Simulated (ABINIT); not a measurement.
# Ba2ScCuO4 (P4/mmm): G0W0 with ABINIT, start to end, part 2 of 2

How does a plane-wave GW calculation on Ba2ScCuO4 (P4/mmm) run from the first input to the gap?

ABINIT 10.8.3; PBEsol and many-body steps on it, plane waves. Known limits of the many-body steps: not at the basis limit; d shell near the gap, gap tends to lie low; no spin-orbit coupling; coarse k mesh.

So far. Step 2 (Ground state): The gap is indirect, with the least direct gap 0.06 eV higher. Step 3 (Empty states on the mesh, 2×2×1 mesh, 292 bands): On this mesh the gap is 1.956 eV.

In doubt: a PseudoDojo file used here is known to give poor structures and forces, which bears on pressures, cells, forces and phonons.

**4. Screening, 2×2×1 mesh, 266 bands, screening to 176.9 eV**

The RPA dielectric matrix is built and inverted for each q.

This step: RPA screening on PBEsol, plane waves, norm-conserving pseudopotentials.

File run.abi:

```
acell 3*1.0 Angstrom
rprim 
  4.176956000000 0.000000000000 0.000000000000
  0.000000000000 4.176956000000 0.000000000000
  0.000000000000 0.000000000000 8.078857000000
ntypat 4
znucl 56 21 29 8
natom 8
typat 1 1 2 3 4 4 4 4
xred 
  0.500000000000 0.500000000000 0.767977000000
  0.500000000000 0.500000000000 0.232023000000
  0.000000000000 0.000000000000 0.000000000000
  0.000000000000 0.000000000000 0.500000000000
  0.000000000000 0.500000000000 0.000000000000
  0.500000000000 0.000000000000 0.000000000000
  0.000000000000 0.000000000000 0.724671000000
  0.000000000000 0.000000000000 0.275329000000
pp_dirpath "pseudos"
pseudos "Ba.upf, Sc.upf, Cu.upf, O.upf"
ecut 42
ngkpt 2 2 1
nshiftk 1
shiftk 0 0 0
kptopt 1
chksymbreak 0
istwfk *1
occopt 1
irdwfk 1
optdriver 3
nband 266
ecuteps 6.5
inclvkb 2
awtr 1
symchi 1
indata_prefix "in"
outdata_prefix "out"
tmpdata_prefix "tmp"
```

Run with:

```sh
OMP_NUM_THREADS=1 mpirun -n 4 abinit run.abi > log
```

Numbers of over 12 decimals in the logs are rounded to 6 here.

The program printed:

```text
.Version 10.8.3 of ABINIT. v10.8.2 released Aug 2026.

 Symmetries : space group P4/m m m (#123); Bravais tP (primitive tetrag.)
[... echo of the input left out ...]
== DATASET  1 ==================================================================
-   mpi_nproc: 4, omp_nthreads: 1 (-1 if OMP is not activated)

--- !DatasetInfo
iteration_state: {dtset: 1, }
dimensions: {natom: 8, nkpt: 3, mband: 266, nsppol: 1, nspinor: 1, nspden: 1, mpw: 12409, }
cutoff_energies: {ecut:  42.0, pawecutdg:  -1.0, }
electrons: {nelect:   7.40000000E+01, charge:   0.00000000E+00, occopt:   1.00000000E+00, tsmear:   1.00000000E-02, }

 SCREENING: Calculation of the susceptibility and dielectric matrices

 Based on a program developped by R.W. Godby, V. Olevano, G. Onida, and L. Reining.
 Incorporated in ABINIT by V. Olevano, G.-M. Rignanese, and M. Torrent.
.Using double precision arithmetic ; gwpc =  8

[... cell and pseudopotentials left out ...]
--------------------------------------------------------------------------------

 ==== K-mesh for the wavefunctions ====
 Number of points in the irreducible wedge :     3
[... list of points left out ...]
 Together with 16 symmetry operations and time-reversal symmetry
 yields     4 points in the full Brillouin Zone.

 ==== Q-mesh for the screening function ====
 Number of points in the irreducible wedge :     3
[... list of points left out ...]
 Together with 16 symmetry operations and time-reversal symmetry
 yields     4 points in the full Brillouin Zone.

 setmesh: FFT mesh size selected  =    36x   36x   64
          total number of points  =        82944

 vcoul_init : cutoff-mode = AUXILIARY_FUNCTION
 q-points for optical limit:   1
     1)      0.000010    0.000020    0.000030

- screening: taking advantage of time-reversal symmetry
- Maximum band index for partially occupied states nbvw = 37
- Remaining bands to be divided among processors   nbcw = 229
- Number of bands treated by each node ~57

 Number of electrons calculated from density =   74.0000; Expected =   74.0000
 average of density, n =  0.077797
 r_s =    1.4532
 omega_plasma =   26.9053 [eV]

 calculating chi0 at frequencies [eV] :
  1    0.000000E+00    0.000000E+00
  2    0.000000E+00    2.690533E+01

--------------------------------------------------------------------------------
  q-point number  1        q = ( 0.000000, 0.000000, 0.000000) [r.l.u.]
--------------------------------------------------------------------------------
[... chi0 elements left out ...]
 For q-point:  0.000010 0.000020 0.000030
  dielectric constant =   5.1910
  dielectric constant without local fields =   5.8672

  Average fulfillment of the sum rule on Im[epsilon] for q-point    1 :     64.35  [%]
[... wings left out ...]
  q-point number  2        q = ( 0.500000, 0.000000, 0.000000) [r.l.u.]
--------------------------------------------------------------------------------
[... chi0 elements left out ...]
  Average fulfillment of the sum rule on Im[epsilon] for q-point    2 :     66.02  [%]

 [... 1 further q-points ...]
```

Wall time 1.7 min (4 MPI ranks of Arm Neoverse V2, shared host); peak memory 2.5 GiB; 6.7 min of CPU time.

Numbers from this step:

- ε∞ with local fields, on this mesh, along the program's q direction: 5.191
- the same without local fields: 5.867
- plasma frequency: 26.91 eV
- plane waves in the screening matrix: 773

Local fields lower ε∞ by 12 %. On a Γ-centred mesh this coarse the value itself is usually too large, while a short band sum pulls it down.

**5. Self-energy, 2×2×1 mesh, 266 bands, screening to 176.9 eV**

The self-energy is evaluated for the states that the input lists, and the levels follow from it, in one-shot runs by the linearised quasiparticle equation.

This step: G0W0 on PBEsol, plane waves, norm-conserving pseudopotentials.

Edit run.abi of step 4 so:

```diff
@@ -29,8 +29,19 @@
 irdwfk 1
-optdriver 3
+optdriver 4
 nband 266
+gwcalctyp 0
+ecutsigx 42
+symsigma 1
+nkptgw 3
+kptgw 
+  0.5000000000 0.5000000000 0.0000000000
+  0.5000000000 0.0000000000 0.0000000000
+  0.0000000000 0.0000000000 0.0000000000
+bdgw 
+  36 39
+  36 39
+  36 39
 ecuteps 6.5
-inclvkb 2
-awtr 1
-symchi 1
+irdscr 1
+ppmodel 1
 indata_prefix "in"
```

The program printed:

```text
.Version 10.8.3 of ABINIT. v10.8.2 released Aug 2026.

 Symmetries : space group P4/m m m (#123); Bravais tP (primitive tetrag.)
[... echo of the input left out ...]
== DATASET  1 ==================================================================
-   mpi_nproc: 4, omp_nthreads: 1 (-1 if OMP is not activated)

--- !DatasetInfo
iteration_state: {dtset: 1, }
dimensions: {natom: 8, nkpt: 3, mband: 266, nsppol: 1, nspinor: 1, nspden: 1, mpw: 12409, }
cutoff_energies: {ecut:  42.0, pawecutdg:  -1.0, }
electrons: {nelect:   7.40000000E+01, charge:   0.00000000E+00, occopt:   1.00000000E+00, tsmear:   1.00000000E-02, }

 SIGMA: Calculation of the GW corrections

 Based on a program developped by R.W. Godby, V. Olevano, G. Onida, and L. Reining.
 Incorporated in ABINIT by V. Olevano, G.-M. Rignanese, and M. Torrent.
.Using double precision arithmetic ; gwpc =  8

[... cell and pseudopotentials left out ...]
--------------------------------------------------------------------------------

 ==== K-mesh for the wavefunctions ====
 Number of points in the irreducible wedge :     3
[... list of points left out ...]
 Together with 16 symmetry operations and time-reversal symmetry
 yields     4 points in the full Brillouin Zone.

 ==== Q-mesh for screening function ====
 Number of points in the irreducible wedge :     3
[... list of points left out ...]
 Together with 16 symmetry operations and time-reversal symmetry
 yields     4 points in the full Brillouin Zone.

 vcoul_init : cutoff-mode = AUXILIARY_FUNCTION
 q-points for optical limit:   1
     1)      0.000010    0.000020    0.000030
 setmesh: FFT mesh size selected  =    48x   48x   90
          total number of points  =       207360

 Number of electrons calculated from density =   74.0000; Expected =   74.0000
 average of density, n =  0.077797
 r_s =    1.4532
 omega_plasma =   26.9053 [eV]

 === KS Band Gaps ===
  >>>> For spin  1
   Minimum direct gap =   1.9952 [eV], located at k-point      :   0.5000  0.0000  0.0000
   Fundamental gap    =   1.9562 [eV], Top of valence bands at :   0.5000  0.5000  0.0000
                                       Bottom of conduction at :   0.5000  0.0000  0.0000
 SIGMA fundamental parameters:
 PLASMON POLE MODEL  1
 number of plane-waves for SigmaX                12409
 number of plane-waves for SigmaC and W            773
 number of plane-waves for wavefunctions         12409
 number of bands                                   266
 number of independent spin polarizations            1
 number of spinorial components                      1
 number of k-points in IBZ                           3
 number of q-points in IBZ                           3
 number of symmetry operations                      16
 number of k-points in BZ                            4
 number of q-points in BZ                            4
 number of frequencies for dSigma/dE                 9
 frequency step for dSigma/dE [eV]                0.25
 number of omega for Sigma on real axis              0
 max omega for Sigma on real axis  [eV]           0.00
 zcut for avoiding poles [eV]                     0.10

 EPSILON^-1 parameters (SCR file):
 dimension of the eps^-1 matrix on file            773
 dimension of the eps^-1 matrix used               773
 number of plane-waves for wavefunctions         12409
 number of bands                                   266
 number of q-points in IBZ                           3
 number of frequencies                               2
 number of real frequencies                          1
 number of imag frequencies                          1

 matrix elements of self-energy operator (all in [eV])

 Perturbative Calculation

--- !SelfEnergy_ee
iteration_state: {dtset: 1, }
kpoint     : [   0.500,    0.500,    0.000, ]
spin       : 1
KS_gap     :    2.491
QP_gap     :    3.277
Delta_QP_KS:    0.787
data: !SigmaeeData |
     Band     E0 <VxcDFT>   SigX SigC(E0)      Z dSigC/dE  Sig(E)    E-E0       E
       36   5.325 -25.764 -32.578   6.485   0.740  -0.351 -26.007  -0.243   5.082
       37   5.325 -25.764 -32.578   6.485   0.740  -0.351 -26.007  -0.243   5.082
       38   7.816 -10.010  -5.947  -3.402   0.823  -0.214  -9.466   0.544   8.360
       39   7.816 -10.010  -5.947  -3.402   0.823  -0.214  -9.466   0.544   8.360

--- !SelfEnergy_ee
iteration_state: {dtset: 1, }
kpoint     : [   0.500,    0.000,    0.000, ]
spin       : 1
KS_gap     :    1.995
QP_gap     :    2.681
Delta_QP_KS:    0.686
data: !SigmaeeData |
     Band     E0 <VxcDFT>   SigX SigC(E0)      Z dSigC/dE  Sig(E)    E-E0       E
       36   4.822 -26.669 -33.888   6.827   0.735  -0.360 -26.957  -0.288   4.534
       37   5.286 -25.135 -31.781   6.321   0.742  -0.348 -25.376  -0.241   5.045
       38   7.281  -9.660  -5.769  -3.353   0.826  -0.211  -9.216   0.445   7.726
       39   8.636 -17.696 -12.913  -3.339   0.794  -0.260 -16.550   1.146   9.782

--- !SelfEnergy_ee
iteration_state: {dtset: 1, }
kpoint     : [   0.000,    0.000,    0.000, ]
spin       : 1
KS_gap     :    2.402
QP_gap     :    3.712
Delta_QP_KS:    1.310
data: !SigmaeeData |
     Band     E0 <VxcDFT>   SigX SigC(E0)      Z dSigC/dE  Sig(E)    E-E0       E
       36   5.102 -25.786 -32.614   6.488   0.739  -0.353 -26.037  -0.252   4.851
       37   5.102 -25.786 -32.614   6.488   0.739  -0.353 -26.037  -0.252   4.851
       38   7.504 -19.036 -15.069  -2.629   0.791  -0.265 -17.978   1.058   8.562
       39   8.620 -15.445  -8.319  -4.960   0.801  -0.248 -13.709   1.736  10.356

 New Fermi energy :        2.353491E-01 Ha ,    6.404176E+00 eV

 === QP Band Gaps ===
  >>>> For spin  1
   Minimum direct gap =   2.6811 [eV], located at k-point      :   0.5000  0.0000  0.0000
   Fundamental gap    =   2.6435 [eV], Top of valence bands at :   0.5000  0.5000  0.0000
                                       Bottom of conduction at :   0.5000  0.0000  0.0000

== END DATASET(S) ==============================================================
================================================================================

 -outvars: echo values of variables after computation  --------
           etotal      0.0000000000E+00
            nband         266
             nkpt           3
          spgroup         123
 [... the other variables as echoed above ...]

 Calculation completed.
```

Run time: 66 s. Hardware: 4 MPI ranks; peak memory 2.1 GiB.

This step gave:

```yaml
g0w0_gap_on_the_points_computed: 2.644 eV
starting_gap_on_the_mesh: 1.956 eV
k_of_the_valence_top: 0.5, 0.5, 0
k_of_the_conduction_bottom: 0.5, 0, 0
z_at_the_valence_top: 0.74
z_at_the_conduction_bottom: 0.826
least_direct_g0w0_gap_on_the_computed_points: 2.681 eV
```

The gap on the mesh goes from 1.96 eV to 2.64 eV, a correction of +0.69 eV. The start differs from the 1.93 eV found before because the two sample other k points.

Limits: finite bands, cutoff and mesh; d shell near the gap, gap tends to lie low; no spin-orbit coupling; coarse k mesh. v1 is the top filled band, c1 the lowest empty one. The levels before and after the correction (eV, zero at the valence-band top of each column):

```
           conduction bottom  valence top
Kohn-Sham               1.96         0.00
     G0W0               2.64         0.00
```

|  | level | energy (eV) |
| --- | --- | --- |
| Kohn-Sham | (0.5 0.5 0) v2-v1 | 0.000 |
| Kohn-Sham | (0.5 0.5 0) c1-c2 | 2.490 |
| Kohn-Sham | (0.5 0 0) v2 | -0.503 |
| Kohn-Sham | (0.5 0 0) v1 | -0.039 |
| Kohn-Sham | (0.5 0 0) c1 | 1.956 |
| Kohn-Sham | (0.5 0 0) c2 | 3.311 |
| G0W0 | (0.5 0.5 0) v2-v1 | 0.000 |
| G0W0 | (0.5 0.5 0) c1-c2 | 3.278 |
| G0W0 | (0.5 0 0) v2 | -0.548 |
| G0W0 | (0.5 0 0) v1 | -0.037 |
| G0W0 | (0.5 0 0) c1 | 2.644 |
| G0W0 | (0.5 0 0) c2 | 4.700 |

**6. Where the time went**

Times are wall times on 4 MPI ranks of Arm Neoverse V2, shared host, good to a factor of about two.

```
                    step     time  share  memory (GiB)
            ground state  5.6 min   50 %           0.7
empty states on the mesh  2.8 min   25 %          0.55
               screening  1.7 min   15 %           2.5
             self-energy     66 s   10 %           2.1
```

**7. Outcome**

- PBEsol gap: 1.93 eV, indirect
- G0W0 gap on the mesh: 2.64 eV
- G0W0 gap over the zone (rigid shift): 2.62 eV
- GW settings: 2×2×1 mesh, 266 bands, screening to 176.9 eV, Godby-Needs plasmon pole
- known limits: not at the basis limit; d shell near the gap, gap tends to lie low; no spin-orbit coupling; coarse k mesh

G0W0 moves the gap on the mesh from 1.96 eV to 2.64 eV (+0.69 eV), with Z of 0.74 and 0.83 at the edges. The mesh misses the band edges by 0.02 eV in all; a rigid shift gives 2.62 eV for the zone. Local fields lower the RPA ε∞ on this mesh from 5.87 to 5.19; a Γ-centred mesh this coarse tends to raise both, most where the direct gap is narrow, while a short band sum lowers them. The dearest step here is «ground state». Bands and cutoff are finite, so the gap is not at the basis limit. The miss can reach some tenths of an eV and take either sign; the mesh is an error of its own. The 2×2×1 mesh is coarse for this cell, which bears on the long-range parts of exchange and screening. A d shell, filled or nearly so, lies near the gap. One-shot GW converges very slowly in bands there, not always from below, and on a semilocal start the gap tends to come out low; starts rich in exact exchange can overshoot instead. The many-body steps are scalar-relativistic: spin-orbit coupling is not in them.

[Paths, hosts, dates, memory and timing lines, banners, echoed tables and standing remarks are left out of the program output.]

[Logs are printed without paths, hosts, clocks, repeated set-up lines and the standing remarks that a program may print on its own settings, such as how far it seeks lower states.]

[Runs of the session that timed out or met a known fault of the program may be left out.]

[Hosts, paths, dates, database ids (printed as entryN), source tags and the programs' standing remarks are cut or masked in the printed files.]

[G0W0 gaps are taken among the corrected bands and points alone; a level outside them can change the order at an edge.]

[Where Ansatz stands beside ABINIT at settings called matched, ABINIT's density can come from a denser mesh and the files from another edition; pairs whose starting gaps differed by over 0.03 eV were left out, so agreement reads better than it is.]
